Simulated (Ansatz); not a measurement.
# PtS2 (1T monolayer): converging the G0W0 gap

Wanted: a G0W0 gap for PtS2 (1T monolayer) that is converged in bands and cutoff, or an estimate of the limit.

Calculated with Ansatz 0.2.0; G0W0 on PBEsol, plane waves, PAW; PAW set soft_1.

### 1. Set-up

The cell holds 3 atoms: 1 Pt and 2 S. Its edges and angles: a = 3.538 Å, b = 3.538 Å, c = 28.100 Å, α = 90.0°, β = 90.0°, γ = 120.0°. Vacuum lies along c.

The structure was relaxed with PBEsol. The runs that relaxed it are not among those shown. Spin-orbit coupling is left out unless a step names it. The Coulomb interaction is cut off across the vacuum.

### 2. 97 empty bands, screening to 27 eV

Now the one-shot GW correction: screening in the RPA, then the self-energy of the levels asked for. This step takes PAW set soft_1 files.

Contents of input.yaml:

```yaml
crystal:
  lattice:
    - [3.5379929514, 0.0, 0.0]
    - [-1.7689964757, 3.0639917743, 0.0]
    - [0.0, 0.0, 28.1]
  atoms:
    - { symbol: Pt, position: [0.0, 0.0, 0.5] }
    - { symbol: S, position: [0.3333333333, 0.6666666667, 0.5432342629] }
    - { symbol: S, position: [0.6666666667, 0.3333333333, 0.4567657371] }
  periodic: [true, true, false]
kpoints:
  mp_grid: { grid: [6, 6, 1] }
hamiltonian:
  xc: pbesol
  pseudopotentials: { kind: paw, azcp: { folder: soft_1 }, xc_functional: pbe }
scf:
  occupations: { method: fixed }
gw:
  n_empty_bands: 97
  ecut_chi: 27.0
  qp_bands: [v2, c2]
  qp_kpoints: band_edges
  screening: { model: contour_deformation }
```

The run is started by

```
$ ansatz run input.yaml --threads 8 --pin off --max-ram 17510MiB --backend cpu --events-out ev --progress --plain --runs-dir out
```

Numbers of over 12 decimals in the logs are rounded to 6 here.

Output:

```text
Engine: ansatz 0.2.0, x86_64-unknown-linux-gnu
Pseudopotentials: kind: paw
Pseudopotential: Pt, paw, valence charge 18, recommended cutoff 420 eV (normal), soft_1/Pt.paw.azcp
Pseudopotential: S, paw, valence charge 6, recommended cutoff 420 eV (normal), soft_1/S.paw.azcp
Functional definition: PBEsol
  exchange = pbesol_x
  correlation = pbesol_c
Crystal: 3 atoms, lattice volume = 304.615 Å³
Basis set: ecut = 420 eV, 5919 PW (Γ)
Bands: 19, of which v1, the nominal top of the filled ones, is band 15 counted from 1 (14 counted from 0)
Symmetry: 12 space group operations
Space group: P-3m1 (ITA 164), of the structure as read, at distance tolerance 6.7e-5 Å
k-points: 7 of 36
Non-local potential: Pt, projectors of the file, l = 0: 3, l = 1: 2, l = 2: 2, l = 3: 1
Non-local potential: S, projectors of the file, l = 0: 2, l = 1: 2, l = 2: 1
PAW form: soft (Blöchl's): semilocal exchange-correlation on the pseudo side does not see the compensation charge
PAW frozen core: Pt, regenerated for the run's functional, and the local potential with it (the file was generated under x = pbe(κ = 0.804, μ = 0.219515), c = pbe(β = 0.066725))
PAW frozen core: S, regenerated for the run's functional, and the local potential with it (the file was generated under x = pbe(κ = 0.804, μ = 0.219515), c = pbe(β = 0.066725))
PAW one-centre angular grid: Pt, 590 points (default); XC on 64 Gauss nodes
PAW one-centre angular grid: S, 110 points (default); XC on 64 Gauss nodes
Initial density: superposition of atomic densities (neutral atoms: chi_scale 0, normalization atom)
Initial wavefunctions: pseudopotential atomic-orbital guess
Functional: x = pbesol(κ = 0.804, μ = 0.123457), c = pbesol(β = 0.046)
SCF iter   1: F=—  HF=-14157.732924 eV  |F-HF|=—  |Δ(HF+E_count)|=         —  Δρ=4.30e-2  dr2=6.65e0  ethr=3.10e-3  ⟨swp⟩=7.4  Hψ=871  notcnv=0  defer=13
preconditioner: auto → none  [insulator: Δε(μ)=2.006 eV  Ē_g=9.400 eV  n_scr=16 (ndim 8)  ℏωp=10.0 eV  f_vac=0.776  ε∞_Penn≈2.1]
SCF iter   2: F=—  HF=-14158.625866 eV  |F-HF|=—  |Δ(HF+E_count)|=   8.93e-1  Δρ=4.19e-2  dr2=1.07e1  ethr=3.10e-3  ⟨swp⟩=5.3  Hψ=506  notcnv=0  defer=14
SCF iter   3: F=—  HF=-14156.467192 eV  |F-HF|=—  |Δ(HF+E_count)|=    2.16e0  Δρ=1.17e-2  dr2=4.02e-1  ethr=3.10e-3  ⟨swp⟩=4.6  Hψ=413  notcnv=0  defer=14
SCF iter   4: F=—  HF=-14156.388081 eV  |F-HF|=—  |Δ(HF+E_count)|=   7.91e-2  Δρ=2.69e-3  dr2=2.29e-2  ethr=1.34e-3  ⟨swp⟩=3.7  Hψ=330  notcnv=0  defer=14
SCF iter   5: F=—  HF=-14156.383474 eV  |F-HF|=—  |Δ(HF+E_count)|=   4.61e-3  Δρ=6.13e-4  dr2=1.81e-3  ethr=7.62e-5  ⟨swp⟩=3.6  Hψ=310  notcnv=0  defer=14
SCF iter   6: F=—  HF=-14156.383174 eV  |F-HF|=—  |Δ(HF+E_count)|=   3.00e-4  Δρ=1.51e-4  dr2=1.63e-4  ethr=6.04e-6  ⟨swp⟩=3.9  Hψ=315  notcnv=0  defer=14
SCF iter   7: F=—  HF=-14156.383143 eV  |F-HF|=—  |Δ(HF+E_count)|=   3.12e-5  Δρ=3.81e-5  dr2=6.69e-6  ethr=5.44e-7  ⟨swp⟩=3.3  Hψ=258  notcnv=0  defer=14
SCF iter   8: F=-14156.383142 eV  HF=-14156.383142 eV  |F-HF|=2.96e-8  |Δ(HF+E_count)|=   3.76e-7  Δρ=4.76e-6  dr2=6.94e-8  ethr=3.33e-10  ⟨swp⟩=18.9  Hψ=1323  notcnv=0
SCF 1 converged in 8 iterations: F = -14156.383142 eV  dr2 = 6.94e-8
  greatest PAW one-centre occupation: 1.000 electrons in one spin orbital (limit 2), on the Pt atom at site 0 (counted from 0), in its partial waves of l = 0
NSCF: frozen V_eff on 7 k-points
G₀W₀ screening: q 1/7
[... further progress lines ...]
SCF converged after 8 iterations
Free energy (F): -14156.383142 eV
Harris-Foulkes:  -14156.383142 eV  (|F-HF|=2.96e-8)
Internal energy: -14156.383142 eV  (E = F + TS)
E sigma→0 (E₀):  -14156.383142 eV
Fermi energy:    -6.351176 eV
--- Per-component energies (eV) ---
  E_band       = -811.136114
  E_kinetic    = 805.934028
  E_local      = -47240.298765  (includes V_loc(G=0)·N_el)
  E_nonlocal   = 275.610043
  E_hartree    = 23061.037205
  E_xc         = -406.389913
  E_vxc        = -435.196965  (∫ρ·V_xc dr)
  E_paw        = -10530.038645  (= ΣΔE_a)
  E_vpaw       = -339.229850  (= ΣTr[D̂ρ^β])
  E_aug_tail   = 0.001110  (compensation charges beyond the density's cutoff)
  E_ewald      = 19877.350865
  E_core_change = 0.410930  (= ΣΔE_core)
  E_smearing   = -0.000000  (= −TS)
  E_closure    = -0.000000  (closes the sum)
  Σ components = -14156.383142   (vs F -14156.383142, Δ=0.00e0)
--- Band table (eV; the first three rows and the last of 7) ---
  k-point 0: bands = [... 11 lower, -7.1471, -7.0709, -6.6452, -6.6452, -3.0379, -3.0379, -0.8494, -0.6585]
  k-point 1: bands = [... 11 lower, -8.1300, -6.6306, -6.5824, -6.3825, -4.2905, -3.4032, -0.1522, 0.0088]
  k-point 2: bands = [... 11 lower, -8.5501, -7.5575, -7.2634, -6.7992, -4.1619, -3.4389, -0.6924, 1.0327]
  k-point 6: bands = [... 11 lower, -8.9545, -8.7067, -7.0984, -7.0984, -4.1766, -4.1766, 0.6039, 2.6436]
--- G₀W₀: contour deformation, 6 samples at zero and on the imaginary axis and 1 off it, 36 q-points, 97 empty bands' worth ---
  eigenvalues of the whole cell's RPA ε∞ on this k-mesh (on a slab, of 1 + 4πα/V) = 1.1499, 3.5936, 3.5936; static W/v taken at q = 0 is 0.495897
  gw.qp_kpoints: band_edges: 6 of 7 stored k-points solved, in 1 pass; an edge of the gap read off the rows below is read off those points alone
    valence top: of the k-points left out ik 3 came nearest to being solved in a further pass, in band 15 (counted from 1, as in the quasiparticle table): it holds the edge there only if its correction is more favourable than any solved in that band by at least 1.314 eV; those differ by 0.204 eV
    conduction bottom: of the k-points left out ik 3 came nearest to being solved in a further pass, in band 16 (counted from 1, as in the quasiparticle table): it holds the edge there only if its correction is more favourable than any solved in that band by at least 0.843 eV; those differ by 0.077 eV
  `?` marks the rows in doubt; gw_qp.tsv's column doubts and the gw_qp event give each row's grounds
    ik  band        ε_KS         Σx   Σc(E_QP)       V_xc       Z   E_QP_lin       E_QP  E_QP is
     0    14     -6.6452   -18.3321     2.0887   -16.4183  0.7272    -6.4712    -6.4703  root
     0    15     -6.6452   -18.3321     2.0887   -16.4183  0.7272    -6.4712    -6.4703  root
     0    16     -3.0379   -16.8806    -2.8689   -20.9129  0.7049    -1.7990    -1.8745  root
     0    17     -3.0379   -16.8806    -2.8689   -20.9129  0.7049    -1.7990    -1.8745  root
     1    14     -6.5824   -20.4188     2.4508   -18.1091  0.7294    -6.4420    -6.4414  root
     1    15     -6.3825   -23.2466     3.0327   -20.2280  0.7264    -6.3684    -6.3684  root
     1    16     -4.2905   -16.1561    -2.4234   -19.6665  0.7404    -3.1549    -3.2035  root
     1    17     -3.4032   -16.3097    -2.8702   -20.3351  0.7162    -2.1474    -2.2480  root ?
     2    14     -7.2634   -22.8138     3.1228   -19.7594  0.7200    -7.1951    -7.1949  root
     2    15     -6.7992   -21.6358     3.0007   -18.6263  0.7150    -6.8080    -6.8080  root
     2    16     -4.1619   -16.7020    -2.5239   -20.3253  0.7353    -3.0097    -3.0626  root
     2    17     -3.4389   -16.2957    -2.9436   -20.4004  0.7143    -2.1808    -2.2778  root
     4    14     -6.8652   -24.5586     3.4700   -21.0846  0.7173    -6.8692    -6.8692  root
     4    15     -6.3512   -20.5003     2.5845   -17.9642  0.7254    -6.3029    -6.3028  root
     4    16     -4.2506   -15.2339    -2.6164   -18.9413  0.7364    -3.1083    -3.1596  root
     4    17     -4.1556   -16.5145    -2.6611   -20.3239  0.7353    -2.9477    -3.0074  root
     5    14     -7.6717   -22.6134     3.5222   -19.0654  0.6956    -7.6975    -7.6974  root
     5    15     -6.8238   -23.3212     3.2027   -20.1330  0.7195    -6.8092    -6.8092  root
     5    16     -4.1709   -15.8716    -2.6125   -19.5745  0.7334    -3.0277    -3.0804  root
     5    17     -3.6458   -17.0636    -3.0011   -21.2443  0.7197    -2.3839    -2.4661  root
     6    14     -7.0984   -25.5680     3.7648   -21.7740  0.7132    -7.1277    -7.1276  root
     6    15     -7.0984   -25.5680     3.7648   -21.7740  0.7132    -7.1277    -7.1276  root
     6    16     -4.1766   -16.0712    -2.7736   -19.9761  0.7317    -2.9867    -3.0454  root
     6    17     -4.1766   -16.0712    -2.7736   -19.9761  0.7317    -2.9867    -3.0454  root
```

It took 5.8 s on 8 threads of INTEL XEON PLATINUM 8581C at 2.10GHz (Emerald Rapids), shared host; peak memory 0.95 GiB; 38 s of CPU time.

This step gave:

```
bands summed                                 : 112
plane waves in the screening matrix          : 113
q-points in the mesh                         : 36
G0W0 gap on the mesh                         : 3.099 eV
k of the valence top                         : 0.1667, 0.1667, 0
k of the conduction bottom                   : 0, 0.1667, 0
starting gap on the mesh                     : 2.061 eV
Z at the valence top                         : 0.7254
Z at the conduction bottom                   : 0.7404
least direct G0W0 gap on the computed points : 3.143 eV
```

The gap on the mesh goes from 2.06 eV to 3.10 eV, a correction of +1.04 eV. Between the two edge states, bare exchange in place of the xc potential would open the gap by 6.05 eV, and correlation takes back 5.01 eV.

### 3. 274 empty bands, screening to 54 eV

Bands and screening cutoff are moved together, since each hides the error of the other.

Changes to input.yaml since step 2:

```diff
@@ -18,4 +18,4 @@
 gw:
-  n_empty_bands: 97
-  ecut_chi: 27.0
+  n_empty_bands: 274
+  ecut_chi: 54.0
   qp_bands: [v2, c2]
```

Output:

```text
[...]
Crystal: 3 atoms, lattice volume = 304.615 Å³
Basis set: ecut = 420 eV, 5919 PW (Γ)
Bands: 19, of which v1, the nominal top of the filled ones, is band 15 counted from 1 (14 counted from 0)
Symmetry: 12 space group operations
[...]
k-points: 7 of 36
[...]
SCF iter   1: F=—  HF=-14157.732924 eV  |F-HF|=—  |Δ(HF+E_count)|=         —  Δρ=4.30e-2  dr2=6.65e0  ethr=3.10e-3  ⟨swp⟩=7.4  Hψ=871  notcnv=0  defer=13
[...]
SCF iter   8: F=-14156.383142 eV  HF=-14156.383142 eV  |F-HF|=2.96e-8  |Δ(HF+E_count)|=   3.76e-7  Δρ=4.76e-6  dr2=6.94e-8  ethr=3.33e-10  ⟨swp⟩=18.9  Hψ=1323  notcnv=0
SCF 1 converged in 8 iterations: F = -14156.383142 eV  dr2 = 6.94e-8
[...]
NSCF: frozen V_eff on 7 k-points
G₀W₀ screening: q 1/7
[... further progress lines ...]
SCF converged after 8 iterations
Free energy (F): -14156.383142 eV
[...]
Internal energy: -14156.383142 eV  (E = F + TS)
E sigma→0 (E₀):  -14156.383142 eV
Fermi energy:    -6.351176 eV
[...]
--- Band table (eV; the first three rows and the last of 7) ---
  k-point 0: bands = [... 11 lower, -7.1471, -7.0709, -6.6452, -6.6452, -3.0379, -3.0379, -0.8494, -0.6585]
  k-point 1: bands = [... 11 lower, -8.1300, -6.6306, -6.5824, -6.3825, -4.2905, -3.4032, -0.1522, 0.0088]
  k-point 2: bands = [... 11 lower, -8.5501, -7.5575, -7.2634, -6.7992, -4.1619, -3.4389, -0.6924, 1.0327]
  k-point 6: bands = [... 11 lower, -8.9545, -8.7067, -7.0984, -7.0984, -4.1766, -4.1766, 0.6039, 2.6436]
[...]
0    14     -6.6452   -18.3321     1.7713   -16.4183  0.7194    -6.7884    -6.7877  root
     0    15     -6.6452   -18.3321     1.7713   -16.4183  0.7194    -6.7884    -6.7877  root
     0    16     -3.0379   -16.8806    -3.1412   -20.9129  0.6976    -2.0951    -2.1469  root
     0    17     -3.0379   -16.8806    -3.1412   -20.9129  0.6976    -2.0951    -2.1469  root
     1    14     -6.5824   -20.4188     2.1634   -18.1091  0.7218    -6.7294    -6.7288  root
     1    15     -6.3825   -23.2466     2.8197   -20.2280  0.7189    -6.5826    -6.5814  root
     1    16     -4.2905   -16.1561    -2.6653   -19.6665  0.7327    -3.4200    -3.4454  root
     1    17     -3.4032   -16.3097    -3.1217   -20.3351  0.7084    -2.4538    -2.4995  root
[...]
6    14     -7.0984   -25.5680     3.5855   -21.7740  0.7064    -7.3085    -7.3069  root
     6    15     -7.0984   -25.5680     3.5855   -21.7740  0.7064    -7.3085    -7.3069  root
     6    16     -4.1766   -16.0712    -3.0290   -19.9761  0.7236    -3.2706    -3.3008  root
     6    17     -4.1766   -16.0712    -3.0290   -19.9761  0.7236    -3.2706    -3.3008  root
```

It took 16 s on 8 threads; peak memory 2.3 GiB.

Numbers from this step:

```yaml
bands_summed: 289
plane_waves_in_the_screening_matrix: 273
q_points_in_the_mesh: 36
g0w0_gap_on_the_mesh: 3.112 eV
k_of_the_valence_top: 0.1667, 0.1667, 0
k_of_the_conduction_bottom: 0, 0.1667, 0
starting_gap_on_the_mesh: 2.061 eV
z_at_the_valence_top: 0.7175
z_at_the_conduction_bottom: 0.7327
least_direct_g0w0_gap_on_the_computed_points: 3.136 eV
```

Against the run with 6×6×1 mesh, 97 empty bands, screening to 27 eV, PAW set soft_1 files, the gap moves by +0.013 eV.

### 4. 590 empty bands, screening to 90 eV

Changes to input.yaml since step 3:

```diff
@@ -17,5 +17,6 @@
   occupations: { method: fixed }
+  convergence: { dr2_threshold: 1.0e-10 }
 gw:
-  n_empty_bands: 274
-  ecut_chi: 54.0
+  n_empty_bands: 590
+  ecut_chi: 90.0
   qp_bands: [v2, c2]
```

Output:

```text
[...]
Crystal: 3 atoms, lattice volume = 304.615 Å³
Basis set: ecut = 420 eV, 5919 PW (Γ)
Bands: 19, of which v1, the nominal top of the filled ones, is band 15 counted from 1 (14 counted from 0)
Symmetry: 12 space group operations
[...]
k-points: 7 of 36
[...]
1    17     -3.4028   -16.3097    -3.3475   -20.3352  0.7043    -2.7033    -2.7249  root
[...]
6    14     -7.0980   -25.5682     3.3593   -21.7742  0.7024    -7.5403    -7.5326  root
     6    15     -7.0980   -25.5682     3.3593   -21.7742  0.7024    -7.5403    -7.5326  root
     6    16     -4.1762   -16.0713    -3.2389   -19.9761  0.7198    -3.4948    -3.5104  root
     6    17     -4.1762   -16.0713    -3.2389   -19.9761  0.7198    -3.4948    -3.5104  root
[key lines of the parts left out:]
SCF converged after 11 iterations
Free energy (F): -14156.383142 eV
Fermi energy:    -6.350798 eV
```

Run time: 67 s. Hardware: 8 threads; peak memory 5.6 GiB.

Numbers from this step:

| Property | Result |
| --- | --- |
| bands summed | 605 |
| plane waves in the screening matrix | 589 |
| G0W0 gap on the mesh | 3.152 eV |
| k of the valence top | 0.1667, 0.1667, 0 |
| k of the conduction bottom | 0, 0.1667, 0 |
| starting gap on the mesh | 2.061 eV |
| least direct G0W0 gap on the computed points | 3.165 eV |

Against the run with 6×6×1 mesh, 274 empty bands, screening to 54 eV, PAW set soft_1 files, the gap moves by +0.04 eV.

### 5. 1084 empty bands, screening to 135 eV

Changes to input.yaml since step 4:

```diff
@@ -17,6 +17,5 @@
   occupations: { method: fixed }
-  convergence: { dr2_threshold: 1.0e-10 }
 gw:
-  n_empty_bands: 590
-  ecut_chi: 90.0
+  n_empty_bands: 1084
+  ecut_chi: 135.0
   qp_bands: [v2, c2]
```

Output:

```text
[...]
Crystal: 3 atoms, lattice volume = 304.615 Å³
Basis set: ecut = 420 eV, 5919 PW (Γ)
Bands: 19, of which v1, the nominal top of the filled ones, is band 15 counted from 1 (14 counted from 0)
Symmetry: 12 space group operations
[...]
k-points: 7 of 36
[...]
1    17     -3.4032   -16.3097    -3.4960   -20.3351  0.7023    -2.8615    -2.8738  root
[...]
6    14     -7.0984   -25.5680     3.2034   -21.7740  0.7011    -7.7036    -7.6890  root
     6    15     -7.0984   -25.5680     3.2034   -21.7740  0.7011    -7.7036    -7.6890  root
     6    16     -4.1766   -16.0712    -3.3758   -19.9761  0.7179    -3.6384    -3.6477  root
     6    17     -4.1766   -16.0712    -3.3758   -19.9761  0.7179    -3.6384    -3.6477  root
[key lines of the parts left out:]
SCF converged after 8 iterations
Free energy (F): -14156.383142 eV
Fermi energy:    -6.351176 eV
```

It took 4.1 min on 8 threads; peak memory 13 GiB; 29 min of CPU time.

Numbers from this step:

```
bands summed                                 : 1099
plane waves in the screening matrix          : 1091
G0W0 gap on the mesh                         : 3.186 eV
k of the valence top                         : 0.1667, 0.1667, 0
k of the conduction bottom                   : 0, 0.1667, 0
starting gap on the mesh                     : 2.061 eV
least direct G0W0 gap on the computed points : 3.192 eV
```

Against the run with 6×6×1 mesh, 590 empty bands, screening to 90 eV, PAW set soft_1 files, the gap moves by +0.03 eV.

[end of part 1 of 2]

[Paths, hosts, dates, memory and timing lines, banners, echoed tables and standing remarks are left out of the program output.]

[Logs are printed without paths, hosts, clocks, repeated set-up lines and the standing remarks that a program may print on its own settings, such as how far it seeks lower states.]

[Runs of the session that timed out or met a known fault of the program may be left out.]

[Cells called generated may have been cut or substituted from an entry of the Crystallography Open Database or the Materials Project.]

[Hosts, paths, dates, database ids (printed as entryN), source tags and the programs' standing remarks are cut or masked in the printed files.]
